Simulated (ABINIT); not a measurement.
An input for ABINIT 10.8.3 (Ga2O3 (C2/m)):

```
acell 3*1.0 Angstrom
rprim 
  6.107000000000 -1.518550000000 0.000000000000
  6.107000000000 1.518550000000 0.000000000000
  -1.385988895900 0.000000000000 5.630008738000
ntypat 2
znucl 31 8
natom 10
typat 1 1 1 1 2 2 2 2 2 2
xred 
  0.090500000000 0.090500000000 0.794600000000
  0.909500000000 0.909500000000 0.205400000000
  0.658660000000 0.658660000000 0.314020000000
  0.341340000000 0.341340000000 0.685980000000
  0.164500000000 0.164500000000 0.109800000000
  0.835500000000 0.835500000000 0.890200000000
  0.173300000000 0.173300000000 0.563200000000
  0.826700000000 0.826700000000 0.436800000000
  0.495900000000 0.495900000000 0.256600000000
  0.504100000000 0.504100000000 0.743400000000
pp_dirpath "pseudos"
pseudos "Ga.upf, O.upf"
ecut 45
ngkpt 4 4 2
nshiftk 1
shiftk 0 0 0
kptopt 1
chksymbreak 0
istwfk *1
occopt 1
irdwfk 1
optdriver 3
nband 109
ecuteps 3.2
inclvkb 2
awtr 1
symchi 1
indata_prefix "in"
outdata_prefix "out"
tmpdata_prefix "tmp"
```

```sh
OMP_NUM_THREADS=1 mpirun -n 16 abinit run.abi > log
```

**Question.** Estimate wall time and host memory on 16 MPI ranks of Arm Neoverse V1, shared host.

It took 3.4 min; on shared hardware allow 1.7 min to 6.7 min. Peak host memory was 24 GiB.

[Paths, hosts, dates, memory and timing lines, banners, echoed tables and standing remarks are left out of the program output.]

[Logs are printed without paths, hosts, clocks, repeated set-up lines and the standing remarks that a program may print on its own settings, such as how far it seeks lower states.]

[Runs of the session that timed out or met a known fault of the program may be left out.]

[No measured gap is set beside runs whose start may be inverted or whose files or cutoffs have a known fault.]

[Hosts, paths, dates, database ids (printed as entryN), source tags and the programs' standing remarks are cut or masked in the printed files.]

[G0W0 gaps are taken among the corrected bands and points alone; a level outside them can change the order at an edge.]

[Where Ansatz stands beside ABINIT at settings called matched, ABINIT's density can come from a denser mesh and the files from another edition; pairs whose starting gaps differed by over 0.03 eV were left out, so agreement reads better than it is.]
